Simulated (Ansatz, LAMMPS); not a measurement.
# Relaxing glassy 68GeO2-32ZnO (mol %) (91 atoms), part 2 of 3

How does glassy 68GeO2-32ZnO (mol %) (91 atoms) relax, and what do bonds, charges and levels look like afterwards?

Ansatz 0.2.0; Kohn-Sham DFT, PBE, PAW (set soft_2), plane waves.

The cell: 23 Ge, 11 Zn and 57 O. The quench rate of 50 K/ps far exceeds what a furnace or splat quench reaches. The starting topology of bonds comes from the classical model. Sampling is at Γ alone, for a cell whose shortest periodic width is 11 Å.

So far. Step 3 (Single point at the start): Neighbours are counted within 2.08 Å (O-Ge), 2.48 Å (O-Zn).

### Step 4. Relaxation

The atoms are relaxed in the fixed cell, aiming at the force tolerance of the input.

The input, input.yaml:

```yaml
crystal:
  lattice:
    - [11.04645, 0.0, 0.0]
    - [0.0, 11.04645, 0.0]
    - [0.0, 0.0, 11.04645]
  atoms:
    [... the 91 atom lines of step 3 ...]
kpoints:
  mp_grid: { grid: [1, 1, 1] }
hamiltonian:
  xc: pbe
scf:
  occupations: { method: fixed }
output:
  forces: true
relax:
  f_tol: 0.03
  max_steps: 200
```

The run is started by

```console
ansatz run input.yaml --threads 4 --pin off --max-ram 8192MiB --backend cpu --events-out ev --progress --plain --runs-dir out
```

Numbers of over 12 decimals in the logs are rounded to 6 here.

What it wrote:

```text
[...]
Crystal: 91 atoms, lattice volume = 1347.933 Å³
Basis set: ecut = 420 eV, 26193 PW (Γ), exchange–correlation on 150×150×150 points (8 copies of the dense FFT grid, shifted against one another)
Bands: 489, of which v1, the nominal top of the filled ones, is band 398 counted from 1 (397 counted from 0)
Symmetry: 1 space group operations
[...]
k-points: 1
[...]
SCF iter   1: F=—  HF=-167622.817569 eV  |F-HF|=—  |Δ(HF+E_count)|=         —  Δρ=2.50e-3  dr2=8.48e-2  ethr=1.77e-3  ⟨swp⟩=5.0  Hψ=1531  notcnv=0  defer=88
[...]
SCF iter   6: F=-167622.826268 eV  HF=-167622.826266 eV  |F-HF|=2.38e-6  |Δ(HF+E_count)|=   6.97e-6  Δρ=2.93e-5  dr2=1.21e-5  ethr=2.83e-9  ⟨swp⟩=2.0  Hψ=1573  notcnv=0
SCF 1 converged in 6 iterations: F = -167622.826268 eV  dr2 = 1.21e-5
[...]
relax step   1: F+E_penalty+E_count = -167622.82626812 eV  Δ(F+E_penalty+E_count) = +0.000e0 eV  max|allowed force component| = 2.601e0 eV/Å  Δτ_max = 0.0000 Å  (6 SCF iters, dr2 threshold 2.25e-5 eV, accepted)
[...]
relax step   2: F+E_penalty+E_count = -167626.73923355 eV  Δ(F+E_penalty+E_count) = -3.913e0 eV  max|allowed force component| = 1.742e0 eV/Å  Δτ_max = 0.1061 Å  (7 SCF iters, dr2 threshold 1.00e-4 eV, accepted)
[...]
relax step   3: F+E_penalty+E_count = -167629.59384435 eV  Δ(F+E_penalty+E_count) = -2.855e0 eV  max|allowed force component| = 6.025e-1 eV/Å  Δτ_max = 0.1940 Å  (7 SCF iters, dr2 threshold 1.00e-4 eV, accepted)
relax step   4: F+E_penalty+E_count = -167630.28451738 eV  Δ(F+E_penalty+E_count) = -6.907e-1 eV  max|allowed force component| = 9.262e-1 eV/Å  Δτ_max = 0.2000 Å  (8 SCF iters, dr2 threshold 4.34e-5 eV, accepted)
relax step   5: F+E_penalty+E_count = -167630.54170693 eV  Δ(F+E_penalty+E_count) = -2.572e-1 eV  max|allowed force component| = 7.262e-1 eV/Å  Δτ_max = 0.1923 Å  (8 SCF iters, dr2 threshold 1.00e-4 eV, accepted)
relax step   6: F+E_penalty+E_count = -167630.79575444 eV  Δ(F+E_penalty+E_count) = -2.540e-1 eV  max|allowed force component| = 5.351e-1 eV/Å  Δτ_max = 0.2000 Å  (7 SCF iters, dr2 threshold 1.00e-4 eV, accepted)
relax step   7: F+E_penalty+E_count = -167630.88248648 eV  Δ(F+E_penalty+E_count) = -8.673e-2 eV  max|allowed force component| = 2.541e-1 eV/Å  Δτ_max = 0.2000 Å  (7 SCF iters, dr2 threshold 1.00e-4 eV, accepted)
relax step   8: F+E_penalty+E_count = -167630.90660498 eV  Δ(F+E_penalty+E_count) = -2.412e-2 eV  max|allowed force component| = 2.860e-1 eV/Å  Δτ_max = 0.0616 Å  (6 SCF iters, dr2 threshold 1.46e-5 eV, accepted)
relax step   9: F+E_penalty+E_count = -167630.90965339 eV  Δ(F+E_penalty+E_count) = -3.048e-3 eV  max|allowed force component| = 1.843e-1 eV/Å  Δτ_max = 0.2000 Å  (8 SCF iters, dr2 threshold 1.85e-5 eV, accepted)
relax step  10: F+E_penalty+E_count = -167630.94179084 eV  Δ(F+E_penalty+E_count) = -3.214e-2 eV  max|allowed force component| = 1.278e-1 eV/Å  Δτ_max = 0.1343 Å  (7 SCF iters, dr2 threshold 1.41e-5 eV, accepted)
relax step  11: F+E_penalty+E_count = -167630.95045366 eV  Δ(F+E_penalty+E_count) = -8.663e-3 eV  max|allowed force component| = 4.380e-2 eV/Å  Δτ_max = 0.0640 Å  (7 SCF iters, dr2 threshold 6.77e-6 eV, accepted)
[...]
relax step  12: F+E_penalty+E_count = -167630.95263163 eV  Δ(F+E_penalty+E_count) = -2.178e-3 eV  max|allowed force component| = 2.120e-2 eV/Å  Δτ_max = 0.0505 Å  (9 SCF iters, accepted)
SCF converged after 9 iterations
Free energy (F): -167630.952632 eV
[...]
Internal energy: -167630.952632 eV  (E = F + TS)
E sigma→0 (E₀):  -167630.952632 eV
Fermi energy:    4.010298 eV
[...]
--- Forces (eV/Å), atoms counted from 1 ---
  atom   1  Ge     0.00165660     0.00299936    -0.01076998
  atom   2  Ge     0.01489342    -0.00419159     0.00598521
  atom   3  Ge     0.00460073    -0.00908287    -0.00282574
  atom   4  Ge     0.00061128     0.00655491    -0.00201293
  atom   5  Ge     0.00093007    -0.00636167    -0.00206050
  atom   6  Ge    -0.00419833     0.00401985     0.00412370
  atom   7  Ge     0.00358848     0.00265800     0.00190481
  atom   8  Ge     0.00066306     0.00795694     0.00359554
  atom   9  Ge     0.00789837    -0.00781197    -0.00901771
  atom  10  Ge     0.00522114     0.00204610     0.00050795
  atom  11  Ge    -0.00435391    -0.00206004    -0.00193865
  atom  12  Ge     0.00348281     0.00452285     0.00840347
  atom  13  Ge    -0.02119955     0.00016225     0.00433110
  atom  14  Ge    -0.00173477     0.00492417    -0.00225442
[...]
atom  90  O      0.00258580    -0.00143360    -0.00571155
  atom  91  O      0.00149012     0.00833649     0.00302792
  max |Σ_I F_I| component: 1.97e-5 eV/Å
--- Relaxed structure (12 steps of the walk, 12 accepted, 0 SCFs on fresh bases) ---
  F+E_penalty+E_count = -167630.95263163 eV   max|allowed force component| = 2.120e-2 eV/Å
  atoms:
    - { symbol: Ge, position: [0.589660, -0.00420117, 0.094818] }
    - { symbol: Ge, position: [0.561667, 0.536908, 0.301490] }
    - { symbol: Ge, position: [0.030950, 0.675312, 0.787652] }
    - { symbol: Ge, position: [0.339681, 0.964437, 0.459238] }
[...]
- { symbol: O, position: [0.090880, 0.818972, 0.765729] }
```

Elapsed: 2.7 min, on 4 threads of Arm Neoverse V2, shared host; peak memory 1.9 GiB.

Step by step:

```tsv
step	energy less that of the first step (eV)	largest force component (eV/Å)
1	0.0000	2.6013
2	-3.9130	1.7421
3	-6.7676	0.6025
4	-7.4582	0.9262
5	-7.7154	0.7262
6	-7.9695	0.5351
7	-8.0562	0.2541
8	-8.0803	0.2860
9	-8.0834	0.1843
10	-8.1155	0.1278
11	-8.1242	0.0438
12	-8.1264	0.0212
```

The atoms that moved most (Å):

```tsv
atom	dx	dy	dz	length
O81	0.348	-0.560	0.163	0.680
O88	-0.253	-0.040	0.593	0.646
O83	-0.447	-0.296	-0.244	0.589
O82	-0.260	-0.481	-0.063	0.551
Ge9	0.441	0.187	-0.177	0.511
Zn26	0.445	0.182	0.161	0.507
O71	-0.034	0.343	0.313	0.465
O78	-0.239	-0.300	-0.262	0.464
```

The relaxation changed the energy by -89.3 meV/atom, and atoms moved by 0.28 Å r.m.s., 0.68 Å at most.

### Step 5. Structure statistics after relaxation

Bonds before and after, by the cutoffs listed below:

```tsv
pair	bonds before	bonds after	mean before (Å)	mean after (Å)	spread before (Å)	spread after (Å)
O-Ge	95	97	1.742	1.805	0.082	0.074
O-Zn	44	45	2.026	2.030	0.097	0.098
```

Density 4.07 g/cm³, 14.81 Å³ an atom.

g(r), total and by pair (bins of 0.2 Å):

```tsv
r (Å)	total	O-O	O-Ge	O-Zn	Ge-Ge	Ge-Zn	Zn-Zn
1.60	0.05	0.00	0.15	0.00	0.00	0.00	0.00
1.80	3.71	0.00	11.22	0.98	0.00	0.00	0.00
2.00	1.11	0.00	0.64	6.00	0.00	0.00	0.00
2.20	0.40	0.00	0.18	2.25	0.00	0.00	0.00
2.40	0.11	0.16	0.08	0.16	0.00	0.00	0.00
2.60	0.38	0.91	0.00	0.13	0.00	0.00	0.00
2.80	1.21	2.83	0.00	0.43	0.25	0.00	1.07
3.00	1.48	3.12	0.05	0.47	0.23	1.68	3.91
3.20	0.81	0.77	0.16	0.34	3.14	2.70	2.54
3.40	1.20	1.09	0.67	0.80	3.56	2.98	2.29
3.60	0.77	0.58	0.85	0.80	0.00	2.00	2.04
3.80	0.93	0.66	1.23	1.38	0.28	0.90	0.00
4.00	0.94	0.78	1.21	1.17	0.25	0.80	0.57
4.20	1.05	0.58	1.75	1.35	0.68	0.24	0.00
4.40	1.16	0.69	1.77	1.33	0.93	0.99	0.44
4.60	1.29	1.00	1.86	1.38	0.67	0.89	0.00
4.80	1.02	0.90	1.00	1.57	1.13	0.55	0.78
5.00	0.91	1.09	0.69	0.79	1.46	0.51	1.41
5.20	1.06	1.29	0.88	0.95	1.20	0.79	0.33
5.40	1.04	1.25	0.63	0.67	1.86	1.32	3.63
```

Bonds by pair of elements; cutoffs follow the first minimum of g(r), held within bounds set by covalent radii, and pairs that aren't listed don't count as bonded:

```tsv
pair A-B	cutoff (Å)	bonds	mean length (Å)	spread (Å)	shortest (Å)	B about A	A about B
O-Ge	2.27	97	1.80	0.074	1.69	1.70	4.22
O-Zn	2.48	45	2.03	0.098	1.83	0.789	4.09
```

How many atoms have how many bonded neighbours:

```tsv
element	mean	2	3	4	5
Ge	4.22	0	0	18	5
O	2.49	30	26	1	0
Zn	4.09	0	1	8	2
```

Bond angles, per cent of each kind in bins of 5°:

```tsv
angle (°)	O-Ge-O	O-Zn-O	Ge-O-Zn	Ge-O-Ge	Zn-O-Zn
70–75	0.0	7.0	0.0	0.0	0.0
75–80	1.9	1.4	0.0	0.0	0.0
80–85	2.5	5.6	0.0	0.0	0.0
85–90	5.1	4.2	1.7	0.0	20.0
90–95	6.3	14.1	5.1	0.0	13.3
95–100	10.1	7.0	10.2	10.0	20.0
100–105	10.8	5.6	3.4	0.0	6.7
105–110	19.0	15.5	10.2	0.0	6.7
110–115	24.1	14.1	8.5	0.0	13.3
115–120	10.8	2.8	13.6	0.0	6.7
120–125	3.2	2.8	6.8	12.5	13.3
125–130	1.3	5.6	10.2	15.0	0.0
130–135	1.3	1.4	8.5	30.0	0.0
135–140	0.0	5.6	10.2	10.0	0.0
140–145	0.0	0.0	6.8	15.0	0.0
145–150	0.0	2.8	1.7	2.5	0.0
150–155	0.0	1.4	3.4	2.5	0.0
155–160	0.0	0.0	0.0	2.5	0.0
160–165	0.6	1.4	0.0	0.0	0.0
165–170	1.9	1.4	0.0	0.0	0.0
170–175	1.3	0.0	0.0	0.0	0.0
```

Bond angles (no mean is given where the spread exceeds 20°):

```tsv
angle	count	mean (°)	spread (°)
O-Ge-O	158	108	16.1
O-Zn-O	71	-	-
Ge-O-Zn	59	120	16.8
Ge-O-Ge	40	131	13.3
Zn-O-Zn	15	103	12.1
```

Oxygen atoms by the number of network formers (Si, P, Ge, B, Al, As, Ga) bound to them:

```tsv
network formers bound to O	O atoms	per cent
0	0	0
1	17	29.8
2	40	70.2
```

Network units: each former by its oxygen neighbours and how many of them bridge to another former:

```tsv
former	O neighbours	bridging O	atoms
Ge	4	2	4
Ge	4	3	5
Ge	4	4	9
Ge	5	2	1
Ge	5	4	1
Ge	5	5	3
```

Bond length by coordination (bonds to H left out):

```tsv
element	coordination	atoms	mean bond length (Å)
Ge	4	18	1.78
Ge	5	5	1.88
O	2	30	1.78
O	3	26	1.94
O	4	1	2.04
Zn	3	1	1.91
Zn	4	8	2.02
Zn	5	2	2.09
```

Rings of the network by King's shortest-path rule, up to 12 atoms, one path for each pair of neighbours; H, halogens, alkali and alkaline-earth atoms are left out, and the last column divides by all other atoms, bonded or not:

```tsv
ring size (atoms)	rings	per network atom
4	12	0.132
6	20	0.22
8	35	0.385
10	37	0.407
12	20	0.22
```

For some of the pairs, g(r) has its first main peak near 2.9 Å (O-O), 1.8 Å (O-Ge), 2.0 Å (O-Zn), 3.3 Å (Ge-Ge), 3.3 Å (Ge-Zn) and 3.0 Å (Zn-Zn). Counting bonds as in the table, 78 % of Ge atoms have 4, 53 % of O atoms have 2 and 73 % of Zn atoms have 4 bonded neighbours. The O-Ge-O angle averages 108° with a spread of 16°. Counting bonds to Ge alone, not to Zn, 70 % of the oxygens join two of these atoms and 30 % one. The commonest Ge unit has 4 oxygens, 4 of them shared with other formers (9 of 23 atoms). Rings of 10 atoms are the most common (30 % of those counted); sizes run from 4 to 12, where the search stops.

[end of part 2 of 3]

[Logs are printed without paths, hosts, clocks, repeated set-up lines and the standing remarks that a program may print on its own settings, such as how far it seeks lower states.]

[Hosts, paths, dates, database ids (printed as entryN), source tags and the programs' standing remarks are cut or masked in the printed files.]
